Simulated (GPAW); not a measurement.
# How LiF (Griceite) absorbs and reflects light

Wanted: where LiF (Griceite) starts to absorb, how strongly, and its refractive index.

Calculated with GPAW 26.7.0; DFT, PBE, plane-wave PAW (GPAW data sets), scalar-relativistic, RPA, optical limit.

Most raw output is cut from this account.

## Step 1: Starting point

Symmetry: Fm-3m, No. 225, cubic system. The conventional cell has a = 4.028 Å, b = 4.028 Å, c = 4.028 Å, α = 90.00°, β = 90.00°, γ = 90.00°. F has 6 Li at 2.01 Å nearest. Nearest to Li lie 6 F at 2.01 Å. Farther neighbours and most contacts between anions are not listed.

## Step 2: Ground state

The self-consistent density comes first; it also tells whether there is a gap, which decides the occupations and the need for a Drude term.

This step: DFT, PBE, plane-wave PAW (GPAW data sets), scalar-relativistic, ground state (GPAW 26.7.0).

gs.py

```python
from ase import Atoms
from ase.dft.bandgap import bandgap
from gpaw import GPAW, PW, FermiDirac

atoms = Atoms(['F', 'Li'],
              cell=[[0.000000000000, 2.014000000000, 2.014000000000],
                    [2.014000000000, 0.000000000000, 2.014000000000],
                    [2.014000000000, 2.014000000000, 0.000000000000]],
              scaled_positions=[[0.500000000000, 0.500000000000, 0.500000000000],
                                [0.000000000000, 0.000000000000, 0.000000000000]],
              pbc=[True, True, True])
atoms.calc = GPAW(mode=PW(500), xc='PBE', kpts={'size': (10, 10, 10), 'gamma': True},
                  occupations=FermiDirac(0.05), maxiter=150, txt='gs.txt')
print('energy (eV)', atoms.get_potential_energy())
print('Fermi level (eV)', atoms.calc.get_fermi_level())
print('valence electrons', atoms.calc.get_number_of_electrons())
print('gap (eV)', bandgap(atoms.calc, output=None)[0])
print('direct gap (eV)', bandgap(atoms.calc, direct=True, output=None)[0])
atoms.calc.write('gs.gpw')
```

The run is started by

```
$ OMP_NUM_THREADS=1 python gs.py
```

Elapsed: 4.4 s, on 1 thread of Arm Neoverse V1, shared host; peak memory 0.12 GiB.

This step gave:

* energy: -9.421 eV
* Fermi energy: 2.919 eV
* gap on the k-mesh: 9.061 eV
* direct gap on the mesh: 9.063 eV
* electrons: 8

There is a gap, 9.06 eV on this mesh (points off the mesh can give less), so no carriers' term is needed.

## Step 3: Bands for the response

The response needs many more empty bands than the density does.

This step: DFT, PBE, plane-wave PAW (GPAW data sets), scalar-relativistic, bands at fixed density (GPAW 26.7.0).

nscf.py

```python
from ase.dft.bandgap import bandgap
from gpaw import GPAW, FermiDirac

calc = GPAW('gs.gpw').fixed_density(kpts={'size': (15, 15, 15), 'gamma': True}, nbands=22, convergence={'bands': 16},
                                    occupations=FermiDirac(0.001), txt='nscf.txt')
print('gap (eV)', bandgap(calc, output=None)[0])
print('direct gap (eV)', bandgap(calc, direct=True, output=None)[0])
print('top band over the Fermi level (eV)', min(calc.get_eigenvalues(kpt=k)[15] for k in range(len(calc.get_ibz_k_points()))) - calc.get_fermi_level())
calc.write('full.gpw', mode='all')
```

The run is started by

```
$ OMP_NUM_THREADS=1 python nscf.py
```

Run time: 16 s. Hardware: 1 thread; peak memory 0.15 GiB.

## Step 4: Dielectric function, RPA

Local fields let the induced charge screen the field inside the cell, which as a rule lowers ε, most along directions where the density is uneven.

This step: DFT, PBE, plane-wave PAW (GPAW data sets), scalar-relativistic, RPA, optical limit (GPAW 26.7.0).

df.py

```python
from gpaw.response.df import DielectricFunction

df = DielectricFunction('full.gpw', frequencies={'type': 'nonlinear', 'domega0': 0.03, 'omega2': 8},
                        ecut=60,
                        eta=0.2,
                        nbands=16,
                        txt='df.txt')
for direction in ['x']:
    df.get_dielectric_function(xc='RPA', direction=direction, filename=f'df_{direction}.csv')
```

The run is started by

```
$ OMP_NUM_THREADS=1 python df.py
```

Wall time 3.8 s (1 thread); peak memory 0.17 GiB.

Read-outs, printed or worked out from the files:

```
electronic dielectric constant ε∞, mean over x, y and z (by symmetry where fewer were run) : 1.930
```

Some rows of df_x.csv (energy; Re and Im without local fields; Re and Im with them):

```text
0.000000, 1.999984, 0.000000, 1.929775, 0.000000
0.555532, 2.001378, 0.001007, 1.931081, 0.000943
1.143969, 2.005936, 0.002101, 1.935350, 0.001968
1.768324, 2.014370, 0.003323, 1.943253, 0.003115
2.431988, 2.027691, 0.004739, 1.955744, 0.004446
3.138794, 2.047364, 0.006450, 1.974214, 0.006060
3.893091, 2.075617, 0.008626, 2.000782, 0.008120
4.699832, 2.116028, 0.011577, 2.038874, 0.010929
5.564682, 2.174806, 0.015932, 2.094471, 0.015102
6.494155, 2.264036, 0.023207, 2.179302, 0.022133
7.495775, 2.412136, 0.038225, 2.321222, 0.036818
8.578281, 2.719365, 0.092360, 2.619872, 0.090738
9.751884, 3.138543, 0.679345, 3.018968, 0.683659
11.028587, 3.000448, 2.111590, 2.831618, 2.076088
12.422601, 1.363505, 1.674176, 1.214946, 1.608034
13.950874, 1.361997, 1.033348, 1.200154, 0.944219
15.633783, 1.964476, 0.581326, 1.692819, 0.463754
17.496047, 1.201466, 1.630215, 1.208544, 1.451030
19.567954, 1.688768, 3.138630, 1.949175, 1.822141
```

The Im ε, E ∥ x has structure finer than the step of the table below, so its rows give means over 0.5 eV, whole bins alone (the curve runs from 0 to 21.9 eV). Peaks (eV: height): 11.25: 2.24, 17.17: 1.75, 21.75: 2.89.

Values under the direct gap are tails of Lorentzian lines. Im ε, E ∥ x against photon energy; means over each step:

```csv
photon energy (eV),"Im ε, E ∥ x"
0.5,8.5e-4
1.0,0.00171
1.5,0.00261
2.0,0.00357
2.5,0.00460
3.0,0.00573
3.5,0.00700
4.0,0.00846
4.5,0.0102
5.0,0.0122
5.5,0.0148
6.0,0.0180
6.5,0.0223
7.0,0.0282
7.5,0.0372
8.0,0.0523
8.5,0.0851
9.0,0.220
9.5,0.542
10.0,0.858
10.5,1.24
11.0,1.96
11.5,2.16
12.0,1.92
12.5,1.59
13.0,1.37
13.5,1.11
14.0,0.949
14.5,0.722
15.0,0.596
15.5,0.481
16.0,0.668
16.5,0.871
17.0,1.50
17.5,1.43
18.0,0.951
18.5,0.930
19.0,1.14
19.5,1.69
20.0,2.04
20.5,1.87
21.0,1.98
21.5,2.49
```

Re ε, E ∥ x against photon energy:

```csv
photon energy (eV),"Re ε, E ∥ x"
0,1.93
1,1.93
2,1.95
3,1.97
4,2.01
5,2.06
6,2.13
7,2.24
8,2.43
9,2.85
10,3.04
11,2.89
12,1.51
13,1.17
14,1.20
15,1.38
16,1.90
17,2.08
18,1.29
19,1.88
20,1.41
21,1.12
```

Refractive index n and extinction k against photon energy:

| photon energy (eV) | n | k |
| --- | --- | --- |
| 0.0 | 1.39 | 0 |
| 0.5 | 1.39 | 3.1e-4 |
| 1.0 | 1.39 | 6.2e-4 |
| 1.5 | 1.39 | 9.4e-4 |
| 2.0 | 1.40 | 0.00128 |
| 2.5 | 1.40 | 0.00164 |
| 3.0 | 1.40 | 0.00204 |
| 3.5 | 1.41 | 0.00248 |
| 4.0 | 1.42 | 0.00298 |
| 4.5 | 1.42 | 0.00357 |
| 5.0 | 1.43 | 0.00426 |
| 5.5 | 1.45 | 0.00510 |
| 6.0 | 1.46 | 0.00615 |
| 6.5 | 1.48 | 0.00751 |
| 7.0 | 1.50 | 0.00938 |
| 7.5 | 1.52 | 0.0121 |
| 8.0 | 1.56 | 0.0166 |
| 8.5 | 1.61 | 0.0256 |
| 9.0 | 1.69 | 0.0598 |
| 9.5 | 1.74 | 0.157 |
| 10.0 | 1.76 | 0.251 |
| 10.5 | 1.80 | 0.352 |
| 11.0 | 1.79 | 0.568 |
| 11.5 | 1.58 | 0.690 |
| 12.0 | 1.40 | 0.682 |
| 12.5 | 1.27 | 0.600 |
| 13.0 | 1.21 | 0.546 |
| 13.5 | 1.11 | 0.488 |
| 14.0 | 1.17 | 0.406 |
| 14.5 | 1.11 | 0.315 |
| 15.0 | 1.20 | 0.253 |
| 15.5 | 1.27 | 0.179 |
| 16.0 | 1.40 | 0.242 |
| 16.5 | 1.45 | 0.290 |
| 17.0 | 1.53 | 0.509 |
| 17.5 | 1.24 | 0.582 |
| 18.0 | 1.20 | 0.383 |
| 18.5 | 1.32 | 0.355 |
| 19.0 | 1.43 | 0.397 |
| 19.5 | 1.52 | 0.562 |
| 20.0 | 1.40 | 0.740 |
| 20.5 | 1.26 | 0.727 |
| 21.0 | 1.30 | 0.756 |
| 21.5 | 1.32 | 0.933 |

The loss function −Im 1/ε at q → 0, E ∥ x has structure finer than the step of the table below, so its rows give means over 0.5 eV, whole bins alone (the curve runs from 0 to 21.9 eV). Peaks (eV: height): 13.51: 0.501, 17.72: 0.435, 20.44: 0.408.

Values under the direct gap are tails of Lorentzian lines. Loss function −Im 1/ε at q → 0, E ∥ x against energy loss; means over each step:

energy loss (eV), loss function −Im 1/ε at q → 0, E ∥ x and a bar:
```
      0.5      0.000 
      1.0      0.000 
      1.5      0.001 
      2.0      0.001 
      2.5      0.001 
      3.0      0.001 
      3.5      0.002 
      4.0      0.002 
      4.5      0.002 
      5.0      0.003 
      5.5      0.003 
      6.0      0.004 
      6.5      0.005 
      7.0      0.006 
      7.5      0.007 
      8.0      0.009 #
      8.5      0.013 #
      9.0      0.026 ##
      9.5      0.058 ####
     10.0      0.086 #####
     10.5      0.111 #######
     11.0      0.163 ##########
     11.5      0.249 ################
     12.0      0.319 ####################
     12.5      0.385 #########################
     13.0      0.420 ###########################
     13.5      0.470 ##############################
     14.0      0.417 ###########################
     14.5      0.391 #########################
     15.0      0.272 #################
     15.5      0.180 ###########
     16.0      0.167 ###########
     16.5      0.179 ###########
     17.0      0.241 ###############
     17.5      0.397 #########################
     18.0      0.364 #######################
     18.5      0.266 #################
     19.0      0.234 ###############
     19.5      0.250 ################
     20.0      0.331 #####################
     20.5      0.400 ##########################
     21.0      0.386 #########################
     21.5      0.361 #######################
```

The reflectivity at normal incidence, E ∥ x has structure finer than the step of the table below, so its rows give means over 1 eV, whole bins alone (the curve runs from 0 to 21.9 eV). Peaks (eV: height): 11.3: 11.9, 17.2: 8.90.

The reflectivity at normal incidence, E ∥ x by photon energy; means over each step:

```
photon energy (eV)  reflectivity at normal incidence, E ∥ x (%)
                 1                                         2.67
                 2                                         2.73
                 3                                         2.82
                 4                                         2.97
                 5                                         3.18
                 6                                         3.50
                 7                                         3.98
                 8                                         4.81
                 9                                         6.58
                10                                         8.37
                11                                         11.1
                12                                         10.0
                13                                         6.96
                14                                         3.89
                15                                         2.02
                16                                         3.52
                17                                         7.28
                18                                         4.58
                19                                         5.86
                20                                         10.7
                21                                         11.9
```

At chosen wavelengths:

```csv
wavelength (nm),n,k,R (%),1/α
1550,1.39,0.000,2.7,251 µm
800,1.39,0.001,2.7,66 µm
633,1.40,0.001,2.7,40 µm
450,1.40,0.002,2.8,19 µm
405,1.40,0.002,2.8,15 µm
308,1.42,0.003,3.0,8.1 µm
248,1.43,0.004,3.2,4.6 µm
```

Below the direct gap, k and the depth come from the tails of the Lorentzian lines, not from transitions.

## Step 5: Outcome

```json
{"electronic dielectric constant ε∞, mean over x, y and z (by symmetry where fewer were run) (RPA)": "1.93"}
```

In words: At this level (PBE, RPA) LiF has ε∞ = 1.93 and n = 1.39 at 1550 nm. On the mesh the gap is 9.06 eV and the least direct gap 9.06 eV. Local fields change the static value along x from 2.00 to 1.93 (-4 %). Distinct maxima of Im ε, read by a parabola through the highest points, lie at 11.27 eV (2.2), 17.17 eV (1.7), 20.01 eV (2.1) and 21.76 eV (2.9). Excitons and phonon-assisted transitions are missing; PBE gaps are as a rule too small, which pulls the onset down and ε∞ up. The sum runs over mesh points, so small or evenly spaced maxima can still be ripples of the mesh. In this version of GPAW the matrix elements of the optical limit are incomplete, which can lower ε − 1 by up to a tenth where first-row anions or d states rule, and shift it by more in d metals.

[Machine, clock and banner lines and Python warnings are left out of the logs.]

[Logs are printed without paths, hosts, clocks, repeated set-up lines and the standing remarks that a program may print on its own settings, such as how far it seeks lower states.]

[Hosts, paths, dates, database ids (printed as entryN), source tags and the programs' standing remarks are cut or masked in the printed files.]
